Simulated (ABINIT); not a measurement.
# A GW chain in ABINIT: KMgH3 (Pm-3m), part 2 of 3

How does a plane-wave GW calculation on KMgH3 (Pm-3m) run from the first input to the gap?

ABINIT 10.8.3; LDA and many-body steps on it, plane waves. Known limits of the many-body steps: not at the basis limit; coarse k mesh.

So far. Step 2 (Ground state): The gap is indirect, with the least direct gap 2.17 eV higher.

### 3. Bands along the symmetry lines

Level of this step: DFT, LDA, plane waves, norm-conserving pseudopotentials (ABINIT).

The cheap functional maps the bands first; the places of the edges decide which points the dearer methods must see.

run.abi reads:

```
acell 3*1.0 Angstrom
rprim 
  4.025000000000 0.000000000000 0.000000000000
  0.000000000000 4.025000000000 0.000000000000
  0.000000000000 0.000000000000 4.025000000000
ntypat 3
znucl 19 12 1
natom 5
typat 1 2 3 3 3
xred 
  0.000000000000 0.000000000000 0.000000000000
  0.500000000000 0.500000000000 0.500000000000
  0.000000000000 0.500000000000 0.500000000000
  0.500000000000 0.000000000000 0.500000000000
  0.500000000000 0.500000000000 0.000000000000
pp_dirpath "pseudos"
pseudos "K.upf, Mg.upf, H.upf"
ecut 38
iscf -2
irdden 1
kptopt 0
nkpt 50
kpt 
  0.00000000 0.00000000 0.00000000
  0.00000000 0.06250000 0.00000000
  0.00000000 0.12500000 0.00000000
  0.00000000 0.18750000 0.00000000
  0.00000000 0.25000000 0.00000000
  0.00000000 0.31250000 0.00000000
  0.00000000 0.37500000 0.00000000
  0.00000000 0.43750000 0.00000000
  0.00000000 0.50000000 0.00000000
  0.06250000 0.50000000 0.00000000
  0.12500000 0.50000000 0.00000000
  0.18750000 0.50000000 0.00000000
  0.25000000 0.50000000 0.00000000
  0.31250000 0.50000000 0.00000000
  0.37500000 0.50000000 0.00000000
  0.43750000 0.50000000 0.00000000
  0.50000000 0.50000000 0.00000000
  0.43750000 0.43750000 0.00000000
  0.37500000 0.37500000 0.00000000
  0.31250000 0.31250000 0.00000000
  0.25000000 0.25000000 0.00000000
  0.18750000 0.18750000 0.00000000
  0.12500000 0.12500000 0.00000000
  0.06250000 0.06250000 0.00000000
  0.00000000 0.00000000 0.00000000
  0.06250000 0.06250000 0.06250000
  0.12500000 0.12500000 0.12500000
  0.18750000 0.18750000 0.18750000
  0.25000000 0.25000000 0.25000000
  0.31250000 0.31250000 0.31250000
  0.37500000 0.37500000 0.37500000
  0.43750000 0.43750000 0.43750000
  0.50000000 0.50000000 0.50000000
  0.43750000 0.50000000 0.43750000
  0.37500000 0.50000000 0.37500000
  0.31250000 0.50000000 0.31250000
  0.25000000 0.50000000 0.25000000
  0.18750000 0.50000000 0.18750000
  0.12500000 0.50000000 0.12500000
  0.06250000 0.50000000 0.06250000
  0.00000000 0.50000000 0.00000000
  0.50000000 0.50000000 0.50000000
  0.50000000 0.50000000 0.43750000
  0.50000000 0.50000000 0.37500000
  0.50000000 0.50000000 0.31250000
  0.50000000 0.50000000 0.25000000
  0.50000000 0.50000000 0.18750000
  0.50000000 0.50000000 0.12500000
  0.50000000 0.50000000 0.06250000
  0.50000000 0.50000000 0.00000000
istwfk *1
nband 18
nbdbuf 2
tolwfr 1e-08
nstep 40
prtwf 0
prtvol 0
indata_prefix "in"
outdata_prefix "out"
tmpdata_prefix "tmp"
```

Launch:

```sh
OMP_NUM_THREADS=1 mpirun -n 4 abinit run.abi > log
```

Numbers of over 12 decimals in the logs are rounded to 6 here.

The program printed:

```text
.Version 10.8.3 of ABINIT. v10.8.2 released Aug 2026.

 Symmetries : space group Pm -3 m (#221); Bravais cP (primitive cubic)
[... echo of the input left out ...]
== DATASET  1 ==================================================================
-   mpi_nproc: 4, omp_nthreads: 1 (-1 if OMP is not activated)

--- !DatasetInfo
iteration_state: {dtset: 1, }
dimensions: {natom: 5, nkpt: 50, mband: 18, nsppol: 1, nspinor: 1, nspden: 1, mpw: 4956, }
cutoff_energies: {ecut:  38.0, pawecutdg:  -1.0, }
electrons: {nelect:   2.20000000E+01, charge:   0.00000000E+00, occopt:   1.00000000E+00, tsmear:   1.00000000E-02, }

 Real(R)+Recip(G) space primitive vectors, cartesian coordinates (Bohr,Bohr^-1):
 R(1)=  7.6061477  0.0000000  0.0000000  G(1)=  0.1314726  0.0000000  0.0000000
 R(2)=  0.0000000  7.6061477  0.0000000  G(2)=  0.0000000  0.1314726  0.0000000
 R(3)=  0.0000000  0.0000000  7.6061477  G(3)=  0.0000000  0.0000000  0.1314726
 Unit cell volume ucvol=  4.4004213E+02 bohr^3
 Angles (23,13,12)=  9.00000000E+01  9.00000000E+01  9.00000000E+01 degrees

 getcut: wavevector=  0.0000  0.0000  0.0000  ngfft=  45  45  45
         ecut(hartree)=     38.000   => boxcut(ratio)=   2.08464

--- Pseudopotential description ------------------------------------------------
- K Generated using ONCVPSP code by D. R. Hamann
- 19.00000   9.00000  180309                  znucl, zion, pspdat
12 -1012 2 -1 2170                            pspcod,pspxc,lmax,lloc,mmax
     nproj     2     2     2
  pspatm : epsatm=    8.21740868
         --- l  ekb(1:nproj) -->
             0   10.940065    0.829722
             1    4.437415    0.568178
             2   -3.386874   -1.066382
 pspatm: atomic psp has been read  and splines computed

- Mg Generated using ONCVPSP code by D. R. Hamann
- 12.00000  10.00000  180309                  znucl, zion, pspdat
12 -1012 1 -1 1510                            pspcod,pspxc,lmax,lloc,mmax
     nproj     2     2     0
  pspatm : epsatm=    9.23542517
         --- l  ekb(1:nproj) -->
[...]
pspatm: atomic psp has been read  and splines computed

- H Generated using ONCVPSP code by D. R. Hamann
-  1.00000   1.00000  180309                  znucl, zion, pspdat
12 -1012 1 -1 1180                            pspcod,pspxc,lmax,lloc,mmax
     nproj     2     1     0
  pspatm : epsatm=    0.35439867
         --- l  ekb(1:nproj) -->
[...]
1   -0.275071
 pspatm: atomic psp has been read  and splines computed

--------------------------------------------------------------------------------

================================================================================
 prteigrs : about to open file out_EIG
 Non-SCF case, kpt    1 (  0.00000  0.00000  0.00000), residuals and eigenvalues=
  6.16E-09  2.43E-09  5.73E-09  9.93E-09  4.74E-09  1.32E-09  3.59E-09  4.78E-09
[...]
Non-SCF case, kpt   49 (  0.50000  0.50000  0.06250), residuals and eigenvalues=
[...]
Non-SCF case, kpt   50 (  0.50000  0.50000  0.00000), residuals and eigenvalues=
[...]
-3.9555E-01 -3.8683E-01 -4.2754E-02 -4.9424E-03 -4.9424E-03  1.8848E-01
  2.8969E-01  3.1081E-01  3.1081E-01  3.4808E-01  3.9705E-01  3.9705E-01

--- !ResultsGS
iteration_state: {dtset: 1, }
comment   : Summary of ground state results
lattice_vectors:
- [  7.6061477,   0.0000000,   0.0000000, ]
- [  0.0000000,   7.6061477,   0.0000000, ]
- [  0.0000000,   0.0000000,   7.6061477, ]
lattice_lengths: [   7.60615,    7.60615,    7.60615, ]
lattice_angles: [ 90.000,  90.000,  90.000, ] # degrees, (23, 13, 12)
lattice_volume:   4.4004213E+02
convergence: {deltae:  0.000E+00, res2:  0.000E+00, residm:  9.992E-09, diffor:  0.000E+00, }
etotal    :  -9.09794901E+01
entropy   :   0.00000000E+00
fermie    :   6.84931933E-02
cartesian_stress_tensor: null
pressure_GPa: null
xred      :
- [  0.0000E+00,   0.0000E+00,   0.0000E+00,  K]
- [  5.0000E-01,   5.0000E-01,   5.0000E-01, Mg]
- [  0.0000E+00,   5.0000E-01,   5.0000E-01,  H]
- [  5.0000E-01,   0.0000E+00,   5.0000E-01,  H]
- [  5.0000E-01,   5.0000E-01,   0.0000E+00,  H]
cartesian_forces: null
force_length_stats: {min: null, max: null, mean: null, }

 Integrated electronic density in atomic spheres:
 ------------------------------------------------
 Atom  Sphere_radius  Integrated_density
[...]
================================================================================

 ----iterations are completed or convergence reached----

 Mean square residual over all n,k,spin=   55.868E-10; max=  99.922E-10
 reduced coordinates (array xred) for    5 atoms
[...]
0.500000000000      0.000000000000      0.500000000000
       0.500000000000      0.500000000000      0.000000000000

 cartesian coordinates (angstrom) at end:
    1      0.000000     0.000000     0.000000
    2      2.012500     2.012500     2.012500
    3      0.000000     2.012500     2.012500
    4      2.012500     0.000000     2.012500
    5      2.012500     2.012500     0.000000
 length scales=  1.889726125908  1.889726125908  1.889726125908 bohr
              =  1.000000000000  1.000000000000  1.000000000000 angstroms
 prteigrs : about to open file out_EIG
 Eigenvalues (hartree) for nkpt=  50  k points:
 kpt#   1, nband= 18, wtk=  1.00000, kpt=  0.0000  0.0000  0.0000 (reduced coord)
[...]
kpt#   2, nband= 18, wtk=  1.00000, kpt=  0.0000  0.0625  0.0000 (reduced coord)
[...]
kpt#   3, nband= 18, wtk=  1.00000, kpt=  0.0000  0.1250  0.0000 (reduced coord)
[...]
kpt#  49, nband= 18, wtk=  1.00000, kpt=  0.5000  0.5000  0.0625 (reduced coord)
[...]
0.40033    0.40033
 kpt#  50, nband= 18, wtk=  1.00000, kpt=  0.5000  0.5000  0.0000 (reduced coord)
  -2.64076   -1.44361   -1.44361   -1.44356   -0.98808   -0.39555   -0.39555   -0.38683
  -0.04275   -0.00494   -0.00494    0.18848    0.28969    0.31081    0.31081    0.34808
   0.39705    0.39705

== END DATASET(S) ==============================================================
================================================================================

 -outvars: echo values of variables after computation  --------
            nband          18
             nkpt          50
          spgroup         221
 [... the other variables as echoed above ...]

 Calculation completed.
```

It took 31 s on 4 MPI ranks of Arm Neoverse V1, shared host; peak memory 0.33 GiB.

Numbers from this step:

```
gap                        : 2.048 eV
k of the valence top       : 0, 0.5, 0
k of the conduction bottom : 0.5, 0.5, 0.5
least direct gap           : 4.216 eV
```

The gap is 2.048 eV, as in the run before at this level.

The electronic bands at the labelled points (eV, zero at the top of the highest filled band):

| point | band 8 | band 9 | band 10 | band 11 | band 12 | band 13 | band 14 | band 15 |
| --- | --- | --- | --- | --- | --- | --- | --- | --- |
| Γ | -12.43 | -5.63 | -0.49 | -0.49 | 5.49 | 5.49 | 5.49 | 7.83 |
| halfway | -12.42 | -5.05 | -1.43 | -0.27 | 5.28 | 5.28 | 5.95 | 6.54 |
| X | -12.41 | -3.94 | -2.88 | 0.00 | 5.05 | 5.05 | 5.54 | 7.31 |
| halfway | -12.40 | -3.62 | -2.48 | -0.92 | 4.49 | 5.54 | 5.57 | 7.13 |
| M | -12.39 | -3.03 | -2.00 | -2.00 | 3.27 | 6.02 | 6.59 | 6.59 |
| halfway | -12.41 | -4.55 | -1.39 | -0.97 | 4.70 | 5.46 | 5.61 | 7.44 |
| Γ | -12.43 | -5.63 | -0.49 | -0.49 | 5.49 | 5.49 | 5.49 | 7.83 |
| halfway | -12.51 | -4.11 | -1.36 | -1.36 | 3.43 | 5.97 | 5.97 | 7.16 |
| R | -12.58 | -2.17 | -2.17 | -2.17 | 2.05 | 5.36 | 5.36 | 5.36 |
| halfway | -12.49 | -3.30 | -2.28 | -1.34 | 3.93 | 4.82 | 5.31 | 6.78 |
| X | -12.41 | -3.94 | -2.88 | 0.00 | 5.05 | 5.05 | 5.54 | 7.31 |
| jump to R | -12.58 | -2.17 | -2.17 | -2.17 | 2.05 | 5.36 | 5.36 | 5.36 |
| halfway | -12.48 | -2.66 | -2.08 | -2.08 | 3.50 | 4.12 | 5.82 | 5.82 |
| M | -12.39 | -3.03 | -2.00 | -2.00 | 3.27 | 6.02 | 6.59 | 6.59 |

The electronic bands as a text plot (rows in eV, shown from -8.0 to 7.1 only):

```
    6.8 |  ++ ++ +++++++++++   +      ++            ++  +
    6.2 |   ++       ++++++   ++     +++++        ++  ++      +++
    5.6 |++++ +++++++     +++++++++++     ++++++++++++++++++++  +
    4.9 |    +++++++        ++++   ++      +++  +++++ ++++++   +
    4.3 |           +      +         +               +      +++
    3.7 |            +  +++           ++++        +++        +++
    3.0 |             ++                  +++    +          +   +
    2.4 |                                    +  +         ++
    1.8 |                                     ++
    1.1 |
    0.5 |
   -0.1 |  ********                                     **
   -0.7 |***       **       ************             ***
   -1.4 |   *        *    *****         ***       ***
   -2.0 |    **      ******                **********     *******
   -2.6 |      ******                      ***   *   ***** *****
   -3.3 |            ******               *       ****          *
   -3.9 |      ******      *            **            ****
   -4.5 |    **             **        **
   -5.2 |  **                 **     *
   -5.8 |**                     *****
   -6.4 |
   -7.1 |
   -7.7 |
         Γ      X      M          Γ            R        X|R     M
```

### 4. Empty states on the mesh, 2×2×2 mesh, 58 bands

The sums over transitions need many empty states on a uniform mesh; this step solves for them.

run.abi reads:

```
acell 3*1.0 Angstrom
rprim 
  4.025000000000 0.000000000000 0.000000000000
  0.000000000000 4.025000000000 0.000000000000
  0.000000000000 0.000000000000 4.025000000000
ntypat 3
znucl 19 12 1
natom 5
typat 1 2 3 3 3
xred 
  0.000000000000 0.000000000000 0.000000000000
  0.500000000000 0.500000000000 0.500000000000
  0.000000000000 0.500000000000 0.500000000000
  0.500000000000 0.000000000000 0.500000000000
  0.500000000000 0.500000000000 0.000000000000
pp_dirpath "pseudos"
pseudos "K.upf, Mg.upf, H.upf"
ecut 38
ngkpt 2 2 2
nshiftk 1
shiftk 0 0 0
kptopt 1
chksymbreak 0
iscf -2
irdden 1
istwfk *1
nband 58
nbdbuf 4
tolwfr 1e-09
nstep 60
prtvol 0
indata_prefix "in"
outdata_prefix "out"
tmpdata_prefix "tmp"
```

The program printed:

```text
.Version 10.8.3 of ABINIT. v10.8.2 released Aug 2026.

 Symmetries : space group Pm -3 m (#221); Bravais cP (primitive cubic)
[... echo of the input left out ...]
== DATASET  1 ==================================================================
-   mpi_nproc: 4, omp_nthreads: 1 (-1 if OMP is not activated)

--- !DatasetInfo
iteration_state: {dtset: 1, }
dimensions: {natom: 5, nkpt: 4, mband: 58, nsppol: 1, nspinor: 1, nspden: 1, mpw: 4950, }
cutoff_energies: {ecut:  38.0, pawecutdg:  -1.0, }
electrons: {nelect:   2.20000000E+01, charge:   0.00000000E+00, occopt:   1.00000000E+00, tsmear:   1.00000000E-02, }

 Real(R)+Recip(G) space primitive vectors, cartesian coordinates (Bohr,Bohr^-1):
 R(1)=  7.6061477  0.0000000  0.0000000  G(1)=  0.1314726  0.0000000  0.0000000
 R(2)=  0.0000000  7.6061477  0.0000000  G(2)=  0.0000000  0.1314726  0.0000000
 R(3)=  0.0000000  0.0000000  7.6061477  G(3)=  0.0000000  0.0000000  0.1314726
 Unit cell volume ucvol=  4.4004213E+02 bohr^3
 Angles (23,13,12)=  9.00000000E+01  9.00000000E+01  9.00000000E+01 degrees

 getcut: wavevector=  0.0000  0.0000  0.0000  ngfft=  45  45  45
         ecut(hartree)=     38.000   => boxcut(ratio)=   2.08464

--- Pseudopotential description ------------------------------------------------
- K Generated using ONCVPSP code by D. R. Hamann
- 19.00000   9.00000  180309                  znucl, zion, pspdat
12 -1012 2 -1 2170                            pspcod,pspxc,lmax,lloc,mmax
     nproj     2     2     2
  pspatm : epsatm=    8.21740868
         --- l  ekb(1:nproj) -->
             0   10.940065    0.829722
             1    4.437415    0.568178
             2   -3.386874   -1.066382
 pspatm: atomic psp has been read  and splines computed

- Mg Generated using ONCVPSP code by D. R. Hamann
- 12.00000  10.00000  180309                  znucl, zion, pspdat
12 -1012 1 -1 1510                            pspcod,pspxc,lmax,lloc,mmax
     nproj     2     2     0
  pspatm : epsatm=    9.23542517
         --- l  ekb(1:nproj) -->
[...]
pspatm: atomic psp has been read  and splines computed

- H Generated using ONCVPSP code by D. R. Hamann
-  1.00000   1.00000  180309                  znucl, zion, pspdat
12 -1012 1 -1 1180                            pspcod,pspxc,lmax,lloc,mmax
     nproj     2     1     0
  pspatm : epsatm=    0.35439867
         --- l  ekb(1:nproj) -->
[...]
1   -0.275071
 pspatm: atomic psp has been read  and splines computed

--------------------------------------------------------------------------------

================================================================================
 prteigrs : about to open file out_EIG
 Non-SCF case, kpt    1 (  0.00000  0.00000  0.00000), residuals and eigenvalues=
  8.58E-10  1.61E-10  8.58E-11  1.06E-10  4.55E-10  2.95E-10  5.74E-10  6.39E-10
  1.40E-10  1.30E-10  1.90E-10  1.53E-10  2.98E-10  3.74E-10  1.47E-10  3.37E-10
  8.63E-11  1.46E-10  5.45E-10  4.58E-10  6.78E-11  1.11E-10  2.24E-10  3.53E-10
[...]
1.36E-09  5.01E-05
 -2.6408E+00 -1.4436E+00 -1.4436E+00 -1.4436E+00 -9.8901E-01 -3.8838E-01
 -3.8838E-01 -3.8838E-01 -1.3851E-01  5.0327E-02  5.0327E-02  2.7012E-01
  2.7012E-01  2.7012E-01  3.5639E-01  3.5639E-01  3.8910E-01  3.8910E-01
[...]
1.2372E+00  1.2372E+00  1.2372E+00  1.3542E+00  1.3542E+00  1.3893E+00
  1.4486E+00  1.4486E+00  1.4486E+00  1.4836E+00  1.4836E+00  1.4836E+00
  1.4904E+00  1.4904E+00  1.4904E+00  1.5827E+00
 prteigrs : prtvol=0 or 1, do not print more k-points.

--- !ResultsGS
iteration_state: {dtset: 1, }
comment   : Summary of ground state results
lattice_vectors:
- [  7.6061477,   0.0000000,   0.0000000, ]
- [  0.0000000,   7.6061477,   0.0000000, ]
- [  0.0000000,   0.0000000,   7.6061477, ]
lattice_lengths: [   7.60615,    7.60615,    7.60615, ]
lattice_angles: [ 90.000,  90.000,  90.000, ] # degrees, (23, 13, 12)
lattice_volume:   4.4004213E+02
convergence: {deltae:  0.000E+00, res2:  0.000E+00, residm:  9.753E-10, diffor:  0.000E+00, }
etotal    :  -9.09794901E+01
entropy   :   0.00000000E+00
fermie    :   6.84931933E-02
cartesian_stress_tensor: null
pressure_GPa: null
xred      :
- [  0.0000E+00,   0.0000E+00,   0.0000E+00,  K]
- [  5.0000E-01,   5.0000E-01,   5.0000E-01, Mg]
- [  0.0000E+00,   5.0000E-01,   5.0000E-01,  H]
- [  5.0000E-01,   0.0000E+00,   5.0000E-01,  H]
- [  5.0000E-01,   5.0000E-01,   0.0000E+00,  H]
cartesian_forces: null
force_length_stats: {min: null, max: null, mean: null, }

 Integrated electronic density in atomic spheres:
 ------------------------------------------------
 Atom  Sphere_radius  Integrated_density
[...]
================================================================================

 ----iterations are completed or convergence reached----

 Mean square residual over all n,k,spin=   38.319E-11; max=  97.529E-11
 reduced coordinates (array xred) for    5 atoms
[...]
0.500000000000      0.000000000000      0.500000000000
       0.500000000000      0.500000000000      0.000000000000

 cartesian coordinates (angstrom) at end:
    1      0.000000     0.000000     0.000000
    2      2.012500     2.012500     2.012500
    3      0.000000     2.012500     2.012500
    4      2.012500     0.000000     2.012500
    5      2.012500     2.012500     0.000000
 length scales=  1.889726125908  1.889726125908  1.889726125908 bohr
              =  1.000000000000  1.000000000000  1.000000000000 angstroms
 prteigrs : about to open file out_EIG
 Eigenvalues (hartree) for nkpt=   4  k points:
 kpt#   1, nband= 58, wtk=  0.12500, kpt=  0.0000  0.0000  0.0000 (reduced coord)
[...]
1.11668    1.22703    1.23724    1.23724    1.23724    1.35418    1.35418    1.38928
   1.44863    1.44863    1.44863    1.48357    1.48357    1.48357    1.49035    1.49035
   1.49035    1.58270
 prteigrs : prtvol=0 or 1, do not print more k-points.

== END DATASET(S) ==============================================================
================================================================================

 -outvars: echo values of variables after computation  --------
            nband          58
             nkpt           4
          spgroup         221
 [... the other variables as echoed above ...]

 Calculation completed.
```

It took 9 s on 4 MPI ranks; peak memory 0.28 GiB.

Numbers from this step:

```
gap                                                           : 2.048 eV
k of the valence top                                          : 0.5, 0, 0
k of the conduction bottom                                    : 0.5, 0.5, 0.5
least direct gap                                              : 4.216 eV
k points computed                                             : 4
lowest point of the top converged band, above the valence top : 36.30 eV
```

On this mesh the gap is 2.048 eV.

(Part 2 of 3 ends here.)

[Paths, hosts, dates, memory and timing lines, banners, echoed tables and standing remarks are left out of the program output.]

[Logs are printed without paths, hosts, clocks, repeated set-up lines and the standing remarks that a program may print on its own settings, such as how far it seeks lower states.]

[Runs of the session that timed out or met a known fault of the program may be left out.]

[Hosts, paths, dates, database ids (printed as entryN), source tags and the programs' standing remarks are cut or masked in the printed files.]

[G0W0 gaps are taken among the corrected bands and points alone; a level outside them can change the order at an edge.]

[Where Ansatz stands beside ABINIT at settings called matched, ABINIT's density can come from a denser mesh and the files from another edition; pairs whose starting gaps differed by over 0.03 eV were left out, so agreement reads better than it is.]
